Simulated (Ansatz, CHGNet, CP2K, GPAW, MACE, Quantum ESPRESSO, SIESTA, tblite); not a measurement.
## Random rock-salt (Na, Li, K)Cl solid solution (64 atoms): runs against a plane-wave reference

The cell holds 64 atoms: 10 Na, 32 Cl, 11 Li and 11 K. Cell: a = 11.382 Å, b = 11.382 Å, c = 11.382 Å, α = 90.0°, β = 90.0°, γ = 90.0°. Rock-salt lattice (a = 5.691 Å, the mean of the end members), 2 x 2 x 2 cells, metal sites filled at random with 10 Na, 11 Li, 11 K; then minimised and run for 3 ps at 250 K (NVT) with a classical potential, last frame taken. Then every atom was moved at random, 0.05 Å r.m.s. a Cartesian component.

Geometry: as built.

The reference, a calculation:

```
method                                           : Kohn-Sham DFT, PBE, PAW, plane waves (Ansatz 0.2.0); cutoff 420 eV, Γ point, fermi-dirac smearing of 0.05 eV; PAW set soft_2
r.m.s. force component                           : 0.2478 eV/Å
longest force                                    : 0.924 eV/Å
pressure                                         : 2.117 GPa
gap (highest filled to lowest empty level) : 3.941 eV
SCF cycles                                       : 7
time                                             : 13 s on 4 threads of Arm Neoverse V1, shared host
CPU time                                         : 51 s
```

Runs, in no order:
A. MACE MP-0b3 medium potential: machine-learned interatomic potential MACE MP-0b3 medium, trained on PBE(+U) plane-wave data
B. QE PBE, sssp-1.3.0-efficiency, 45/360 Ry: Kohn-Sham DFT, PBE, SSSP efficiency 1.3.0 pseudopotentials, plane waves
C. CP2K GFN1-xTB, OT DIIS: GFN1-xTB tight binding (the program's own implementation), orbital transformation
D. CHGNet 0.3.0 potential: machine-learned interatomic potential CHGNet 0.3.0, trained on PBE(+U) plane-wave data

**Question.** Rank the runs by how far their forces lie from the reference's, least first.

B, A, D, C.

```
                                        run  Δ force, r.m.s. (meV/Å)  share of r.m.s. force (%)  CPU time
B. QE PBE, sssp-1.3.0-efficiency, 45/360 Ry                     4.68                       1.89   8.7 min
            A. MACE MP-0b3 medium potential                     31.5                       12.7     8.2 s
                  D. CHGNet 0.3.0 potential                     60.3                       24.3     3.5 s
                  C. CP2K GFN1-xTB, OT DIIS                      363                        146       6 s
```

Periodic xTB results under one method name differ between programs and library versions. Machine-learned potentials mimic data converged in k, so the reference's own k-point error enters their differences. The electronic-structure runs sample only Γ, in a cell whose shortest periodic width is 11 Å.

[Logs are printed without paths, hosts, clocks, repeated set-up lines and the standing remarks that a program may print on its own settings, such as how far it seeks lower states.]

[Hosts, paths, dates, database ids (printed as entryN), source tags and the programs' standing remarks are cut or masked in the printed files.]
